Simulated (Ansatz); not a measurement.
# 1T-SrClBr monolayer in a perpendicular field

Aim: how the 1T-SrClBr monolayer screens a field along its normal, and what the field does to its bands. A positive field points along +c.

Main program and level: Ansatz 0.2.0; plane-wave DFT, PBE-D3(BJ), Ansatz PAW.

This is a report of a sequence of runs, with most program output left out.

## 1. The structure

The cell holds 3 atoms: 1 Br, 1 Sr and 1 Cl. Cell: a = 4.133 Å, b = 4.133 Å, c = 38.170 Å, α = 90.0°, β = 90.0°, γ = 120.0°. Vacuum lies along c.

## 2. Relaxing the slab

The starting cell is a guess, so the in-plane lattice and the atoms are relaxed first, with the slab cut off from its images along the normal.

input.yaml reads:

```yaml
crystal:
  lattice:
    - [4.133165, 0.0, 0.0]
    - [-2.0665825, 3.579425888, 0.0]
    - [0.0, 0.0, 38.1701222592]
  atoms:
    - { symbol: Br, position: [0.6666666667, 0.3333333333, 0.4532340736] }
    - { symbol: Sr, position: [0.0, 0.0, 0.5039395473] }
    - { symbol: Cl, position: [0.3333333333, 0.6666666667, 0.5467659264] }
  periodic: [true, true, false]
kpoints:
  mp_grid: { grid: [12, 12, 1] }
hamiltonian:
  xc: pbe
  dispersion: d3bj
scf:
  occupations: { method: fermi_dirac, width: 0.05 }
  convergence: { dr2_threshold: 1.0e-09 }
relax:
  f_tol: 0.004
  max_steps: 90
  cell: {}
output:
  write_potential: true
  write_density: true
  volumetric_format: npy
```

Started as:

```
> ansatz run input.yaml --threads 2 --pin off --max-ram 3072MiB --backend cpu --events-out ev --progress --plain --runs-dir out
```

It took 2.8 min on 2 threads of AMD EPYC (Zen 3), shared host; peak memory 0.77 GiB.

Relaxation path:

| step | energy less that of the first step (eV) | largest force component (eV/Å) | volume (Å³) |
| --- | --- | --- | --- |
| 1 | 0.0000 | 0.5764 | 564.70 |
| 2 | -0.1281 | 0.1329 | 591.57 |
| 3 | -0.1736 | 0.1365 | 615.43 |
| 4 | -0.2051 | 0.0226 | 656.71 |
| 5 | -0.2052 | 0.0065 | 657.13 |
| 6 | -0.2052 | 0.0003 | 657.27 |
| 7* | -0.2059 | 0.0004 | 657.27 |

Relaxation steps marked * repeat the geometry before them on a plane-wave basis chosen anew for their cell, so energy and pressure can jump there.

The run keeps the 6 symmetry operations that it works with, so distortions that break them were not tested.

| cell as run | before | after | change |
| --- | --- | --- | --- |
| a (Å) | 4.133 | 4.459 | +7.9 % |
| b (Å) | 4.133 | 4.459 | +7.9 % |

The atoms that moved most (Å, along periodic axes as changes of fractional coordinates times the final cell, across vacuum about the mean position):

| atom | dx | dy | dz | length |
| --- | --- | --- | --- | --- |
| Br1 | 0.000 | 0.000 | 0.288 | 0.288 |
| Cl3 | 0.000 | 0.000 | -0.275 | 0.275 |
| Sr2 | 0.000 | 0.000 | -0.014 | 0.014 |

The relaxed structure:

```cif
data_structure
_symmetry_space_group_name_H-M 'P 1'
_symmetry_Int_Tables_number 1
_cell_length_a 4.4591
_cell_length_b 4.4591
_cell_length_c 38.1701
_cell_angle_alpha 90.000
_cell_angle_beta 90.000
_cell_angle_gamma 120.000
_cell_volume 657.27
loop_
_atom_site_label
_atom_site_type_symbol
_atom_site_fract_x
_atom_site_fract_y
_atom_site_fract_z
_atom_site_occupancy
Br1 Br 0.66667 0.33333 0.46079 1
Sr2 Sr 0.00000 0.00000 0.50358 1
Cl3 Cl 0.33333 0.66667 0.53957 1
```

This step gave:

```yaml
gap_on_the_k_mesh: 5.372 eV
```

The lattice constant a goes from 4.133 to 4.459 Å.

## 3. Single point, field 0, start network

A sawtooth potential applies the field, turning back in the middle of the vacuum. With the dipole correction the typed value is the field outside the slab. The induced dipole is small, so the SCF threshold is tight.

The cell differs from the one that the last finished run ended in (c 38.170 → 21.007 Å).

input.yaml reads:

```yaml
crystal:
  lattice:
    - [4.4590750459, 0.0, 0.0]
    - [-2.2295375229, 3.8616722671, 0.0]
    - [0.0, 0.0, 21.0068819379]
  atoms:
    - { symbol: Br, position: [0.6666666667, 0.3333333333, 0.4284310269] }
    - { symbol: Sr, position: [0.0, 0.0, 0.5061844179] }
    - { symbol: Cl, position: [0.3333333333, 0.6666666667, 0.5715689731] }
kpoints:
  mp_grid: { grid: [12, 12, 1] }
  band_path:
    path: [[0, 0, 0], [0.5, 0, 0], [0.33333333, 0.33333333, 0], [0, 0, 0]]
    npoints: 16
hamiltonian:
  xc: pbe
  dispersion: d3bj
scf:
  occupations: { method: fermi_dirac, width: 0.02585 }
  convergence: { dr2_threshold: 1.0e-10 }
efield:
  axis: 3
  dipole_correction: true
  ramp_position: 0.97
  ramp_width: 0.06
  amplitude: 0
output:
  dos: { projected: true, e_range: [-6, 5] }
  write_potential: true
  write_density: true
  volumetric_format: npy
  elf: true
```

Run time: 31 s. Hardware: 2 threads; peak memory 0.54 GiB.

Numbers from this step:

```yaml
dipole_along_the_normal: 0.03736 e·Å
gap_along_the_path: 5.372 eV
smallest_direct_gap_along_the_path: 5.372 eV
step_between_the_vacuum_levels: -0.3926 eV
ionisation_energy_upper_face: 7.457 eV
electron_affinity_upper_face: 2.085 eV
ionisation_energy_lower_face: 7.849 eV
gap_the_smaller_of_path_and_mesh: 5.372 eV
```

Running mean over a fixed 2.8 Å (it still follows the layers) of the planar mean; the ramp of the sawtooth is left out. The electron's electrostatic potential energy less the Fermi level by z:

z (Å), electron's electrostatic potential energy less the Fermi level (eV) and a bar from the least value:
```
     2.92       5.13 ##############################
     3.36       5.13 ##############################
     3.79       5.13 ##############################
     4.08       5.13 ##############################
     4.52       5.13 ##############################
     4.96       5.13 ##############################
     5.40       5.13 ##############################
     5.84       5.12 ##############################
     6.13       5.09 ##############################
     6.56       4.99 ##############################
     7.00       4.56 #############################
     7.44       3.28 #########################
     7.88       1.53 #####################
     8.32       0.03 #################
     8.61      -0.79 ###############
     9.04      -2.73 ##########
     9.48      -5.24 ###
     9.92      -6.54 
    10.36      -6.49 
    10.65      -6.30 #
    11.09      -6.02 #
    11.52      -5.22 ###
    11.96      -3.06 #########
    12.40      -0.59 ###############
    12.69       0.56 ##################
    13.13       1.97 ######################
    13.57       3.36 #########################
    14.00       4.32 ############################
    14.44       4.64 #############################
    14.88       4.71 #############################
    15.17       4.73 #############################
    15.61       4.73 #############################
    16.05       4.74 #############################
    16.48       4.74 #############################
    16.92       4.74 #############################
    17.21       4.74 #############################
    17.65       4.74 #############################
    18.09       4.74 #############################
```

The density of states has structure finer than the step of the table below, so its rows give means over 0.25 eV, whole bins alone (the curve runs from -6 to 3.68 eV). Peaks (eV: height): -4.260: 12.7, -4.150: 14.8, -3.790: 30.6, -3.270: 50.6, -2.910: 23.7, -2.770: 20.7, 3.620: 6.53.

Table of density of states by energy, zero at the Fermi level of the run, which the smearing sets inside the gap; means over each step:

| energy (eV) | density of states (states/eV a cell) |
| --- | --- |
| -4.75 | 0 |
| -4.50 | 1.16 |
| -4.25 | 7.11 |
| -4.00 | 8.71 |
| -3.75 | 7.93 |
| -3.50 | 0 |
| -3.25 | 7.74 |
| -3.00 | 10.5 |
| -2.75 | 6.30 |
| -2.50 | 0 |
| -2.25 | 0 |
| -2.00 | 0 |
| -1.75 | 0 |
| -1.50 | 0 |
| -1.25 | 0 |
| -1.00 | 0 |
| -0.75 | 0 |
| -0.50 | 0 |
| -0.25 | 0 |
| 0.00 | 0 |
| 0.25 | 0 |
| 0.50 | 0 |
| 0.75 | 0 |
| 1.00 | 0 |
| 1.25 | 0 |
| 1.50 | 0 |
| 1.75 | 0 |
| 2.00 | 0 |
| 2.25 | 0 |
| 2.50 | 0 |
| 2.75 | 0.264 |
| 3.00 | 2.33 |
| 3.25 | 3.49 |
| 3.50 | 2.91 |

Projected DOS per atom over height of the atomic layer and energy from the Fermi level. Layers: Br Sr Cl from below.

Ten even steps from '_' (0.0 states/eV) to '@' (7.8 states/eV), each cell a mean:
```
______
______
______
______
______
______
______
______
______
______
______
______
______
______
++__..
%%__..
____..
..__@@
____::
______
______
______
```
Columns: height of the atomic layer (Å) from 9 to 12.0 (not evenly spaced); rows upwards: energy from the Fermi level (eV) from -5.96 to 3.67.

The electronic bands at the labelled points (eV, zero at the Fermi level of the run, which the smearing sets inside the gap):

| point | band 9 | band 10 | band 11 | band 12 | band 13 | band 14 | band 15 | band 16 |
| --- | --- | --- | --- | --- | --- | --- | --- | --- |
| Γ | -3.92 | -2.87 | -2.72 | -2.72 | 2.65 | 3.75 | 3.75 | 3.99 |
| halfway | -3.86 | -3.21 | -2.86 | -2.77 | 3.16 | 3.83 | 4.32 | 4.40 |
| M | -3.81 | -3.28 | -2.98 | -2.92 | 2.92 | 4.54 | 4.99 | 5.28 |
| halfway | -3.77 | -3.26 | -3.11 | -2.93 | 3.27 | 4.31 | 4.59 | 5.57 |
| K | -3.79 | -3.28 | -3.15 | -2.97 | 3.90 | 3.92 | 4.30 | 5.57 |
| halfway | -3.86 | -3.25 | -2.94 | -2.77 | 3.43 | 3.75 | 4.14 | 4.46 |
| Γ | -3.92 | -2.87 | -2.72 | -2.72 | 2.65 | 3.75 | 3.75 | 3.99 |

ELF in the ca plane at fractional y = 0.000, with atoms of Sr within 0.2 Å of it. It is the smooth field of the valence electrons, not physical close to the nuclei.

Values, 7 rows by 16 columns, each cell a mean:
```
0.00 0.00 0.00 0.00 0.00 0.00 0.02 0.10 0.73 0.73 0.15 0.01 0.00 0.00 0.00 0.00
0.00 0.00 0.00 0.00 0.00 0.03 0.20 0.22 0.35 0.38 0.14 0.11 0.01 0.00 0.00 0.00
0.00 0.00 0.00 0.00 0.01 0.11 0.51 0.66 0.18 0.16 0.56 0.34 0.05 0.00 0.00 0.00
0.00 0.00 0.00 0.00 0.01 0.16 0.59 0.74 0.29 0.28 0.68 0.42 0.07 0.00 0.00 0.00
0.00 0.00 0.00 0.00 0.00 0.09 0.43 0.55 0.13 0.12 0.44 0.28 0.03 0.00 0.00 0.00
0.00 0.00 0.00 0.00 0.00 0.01 0.11 0.12 0.54 0.58 0.08 0.05 0.01 0.00 0.00 0.00
0.00 0.00 0.00 0.00 0.00 0.00 0.01 0.13 0.67 0.64 0.20 0.00 0.00 0.00 0.00 0.00
```
Columns run along c (16.0 Å, from fractional 0.09 to 0.85 of the cell), rows up along a (4.5 Å). Atoms in or near the plane, at fractional coordinates: Sr at (0.51, 0.00).

Electrostatic potential energy in the ca plane at fractional y = 0.000, with atoms of Sr within 0.2 Å of it. With pseudopotentials it is smooth inside the atoms' cores, unlike the true potential.

Ten even steps from '0' (-31 eV) to '9' (3 eV), each cell a mean:
```
99999999999999998610000478999999999999999999
99999999999999998751003688999999999999999999
99999999999999999875456789999999999999999999
99999999999999999888778899999999999999999999
99999999999999999998889999999999999999999999
99999999999999998999999999999999999999999999
99999999999999999999999999999999999999999999
99999999999999999988888899999999999999999999
99999999999999999887667889999999999999999999
99999999999999998763125789999999999999999999
99999999999999998630001578999999999999999999
99999999999999998610000478999999999999999999
```
Columns run along c (16.0 Å, from fractional 0.16 to 0.92 of the cell; values clipped at the 3rd and 97th percentile), rows up along a (4.5 Å). Atoms in or near the plane, at fractional coordinates: Sr at (0.51, 0.00).

Valence density in the ca plane at fractional y = 0.000, with atoms of Sr within 0.2 Å of it. It is the smooth field of the valence electrons, not physical close to the nuclei.

Ten steps, logarithmic in the rise over the least value, from '0' (0.0 e/Å³) to '9' (2.6 e/Å³), each cell a mean:
```
00000000000000012489999631000000000000000000
00000000000000112368997521000000000000000000
00000000000001122345665321100000000000000000
00000000000001233333333332110000000000000000
00000000000012344432223343210000000000000000
00000000000012344432223444310000000000000000
00000000000012344432223443210000000000000000
00000000000012334332223333210000000000000000
00000000000001223334543322100000000000000000
00000000000000112357876421000000000000000000
00000000000000012479998521000000000000000000
00000000000000002589999631000000000000000000
```
Columns run along c (16.0 Å, from fractional 0.16 to 0.92 of the cell), rows up along a (4.5 Å). Atoms in or near the plane, at fractional coordinates: Sr at (0.51, 0.00).

The gap is 5.37 eV, with the valence edge 7.46 eV and the conduction edge 2.08 eV under the upper vacuum level.

## 4. Single point, field 0.1 V/Å

Edit input.yaml of step 3 so:

```diff
@@ -23,7 +23,6 @@
   dipole_correction: true
-  ramp_position: 0.97
-  ramp_width: 0.06
-  amplitude: 0
+  ramp_position: 0.9286
+  ramp_width: 0.1428
+  amplitude: 0.1
 output:
-  dos: { projected: true, e_range: [-6, 5] }
   write_potential: true
@@ -31,2 +30 @@
   volumetric_format: npy
-  elf: true
```

The job ended after 32 s (2 threads; peak memory 0.54 GiB; 60 s of CPU time).

The dipole is 0.0736 e·Å, 0.0362 e·Å from its value without field, and the gap 5.412 eV.

## 5. Single point, field -0.1 V/Å

Edit input.yaml of step 4 so:

```diff
@@ -25,3 +25,3 @@
   ramp_width: 0.1428
-  amplitude: 0.1
+  amplitude: -0.1
 output:
```

Run time: 33 s. Hardware: 2 threads; peak memory 0.53 GiB; 61 s of CPU time.

The dipole is 0.00115 e·Å, -0.0362 e·Å from its value without field, and the gap 5.317 eV.

## 6. Response, atoms held

This step: plane-wave DFT, PBE-D3(BJ), Ansatz PAW; response to a field along the normal, atoms held (Ansatz 0.2.0).

The dipoles give the slope, and the difference of two potentials shows where the field is screened.

This step gave:

- equivalent conductor thickness p/(ε₀AE): 3.805 Å
- distance between the outer atoms: 3.007 Å

The dipole of the cell by applied field:

| applied field (V/Å) | dipole of the cell (e·Å) |
| --- | --- |
| -0.1000 | 0.00115 |
| 0.0000 | 0.0374 |
| 0.1000 | 0.0736 |

Local field over the applied field, running mean. From the potentials at -0.1 and 0.1 V/Å; running mean over 2.5 Å. Table of local field over applied field by z:

z (Å), local field over applied field and a bar from the least value:
```
     4.08      1.000 ##############################
     4.52      0.999 ##############################
     4.96      0.998 ##############################
     5.40      0.995 ##############################
     5.84      0.986 #############################
     6.27      0.963 ############################
     6.71      0.911 ##########################
     7.15      0.819 #######################
     7.59      0.695 #################
     8.02      0.562 ############
     8.46      0.436 #######
     8.90      0.337 ###
     9.34      0.283 
     9.77      0.271 
    10.21      0.278 
    10.80      0.296 #
    11.23      0.315 ##
    11.67      0.348 ###
    12.11      0.413 ######
    12.55      0.512 ##########
    12.98      0.629 ###############
    13.42      0.749 ####################
    13.86      0.857 ########################
    14.30      0.933 ###########################
    14.73      0.973 #############################
    15.17      0.990 ##############################
    15.61      0.996 ##############################
    16.05      0.999 ##############################
    16.48      1.000 ##############################
    16.92      1.000 ##############################
```

Electrons, planar mean, per unit field. Induced electron density against z:

| z (Å) | induced electron density (e/Å³ per V/Å) |
| --- | --- |
| 4.5 | 1.9e-6 |
| 5.0 | 7.1e-6 |
| 5.5 | 2.6e-5 |
| 6.0 | 8.8e-5 |
| 6.5 | 2.8e-4 |
| 7.0 | 8.0e-4 |
| 7.5 | 0.00197 |
| 8.0 | 0.00322 |
| 8.5 | 0.00197 |
| 9.0 | 4.6e-4 |
| 9.5 | -3.1e-4 |
| 10.0 | -0.00103 |
| 10.5 | -2.7e-4 |
| 11.0 | 6.2e-4 |
| 11.5 | 1.1e-4 |
| 12.0 | -5.8e-4 |
| 12.5 | -0.00205 |
| 13.0 | -0.00286 |
| 13.5 | -0.00157 |
| 14.0 | -6.1e-4 |
| 14.5 | -2.1e-4 |
| 15.0 | -6.2e-5 |
| 15.5 | -1.8e-5 |
| 16.0 | -4.8e-6 |
| 16.5 | -1.2e-6 |

The smaller of the gaps on the path and on the k-mesh, counted as 0 under 0.03 eV; in a wide-gap layer a fall can come from a state in the tilted vacuum. Table of gap by applied field:

| applied field (V/Å) | gap (eV) |
| --- | --- |
| -0.1000 | 5.32 |
| 0.0000 | 5.37 |
| 0.1000 | 5.41 |

By hand: between -0.1 and 0.1 V/Å the dipole changes by 0.07243 e·Å, a slope of 0.3621 e·Å²/V. A perfect conductor of thickness t has p = ε₀AEt, so t = 180.95 × 0.3621 / 17.219 = 3.81 Å (e/ε₀ = 180.95 V·Å, A in Å²).

The induced dipole is that of a conductor 3.81 Å thick.

## 7. Results

```json
{
  "gap without field": "5.37 eV",
  "ionisation energy, upper face": "7.46 eV",
  "electron affinity, upper face": "2.08 eV",
  "step between the vacuum levels": "-0.393 eV",
  "equivalent conductor thickness, atoms held": "3.81 Å"
}
```

What this shows: The induced dipole equals that of a perfect conductor 3.81 Å thick, while the outer atoms lie 3.01 Å apart; an out-of-plane ε follows only once a thickness t is chosen, by 1 − 1/ε = 3.81 Å / t. The two faces differ: the vacuum level above lies 0.39 eV lower than the one below. The gap goes from 5.37 eV to 5.32 eV at -0.1 V/Å. In a field the lowest empty level of a wide-gap layer can be a state in the vacuum, whose place depends on the cell. Semilocal functionals give gaps that are too small, and excitons are not included. Spin-orbit coupling is left out.

[Logs are printed without paths, hosts, clocks, repeated set-up lines and the standing remarks that a program may print on its own settings, such as how far it seeks lower states.]

[Hosts, paths, dates, database ids (printed as entryN), source tags and the programs' standing remarks are cut or masked in the printed files.]

[Maps of the electrostatic potential energy from Ansatz leave out the sawtooth potential of an applied field or a dipole correction, so their vacuum need not be flat; planar profiles and work functions include it.]

[The density of states shown here was stored with 400 of the rows of the run's finer table, so its peaks can read low, often by over a quarter, or be missed, and its means over a window can be off by a tenth or more.]
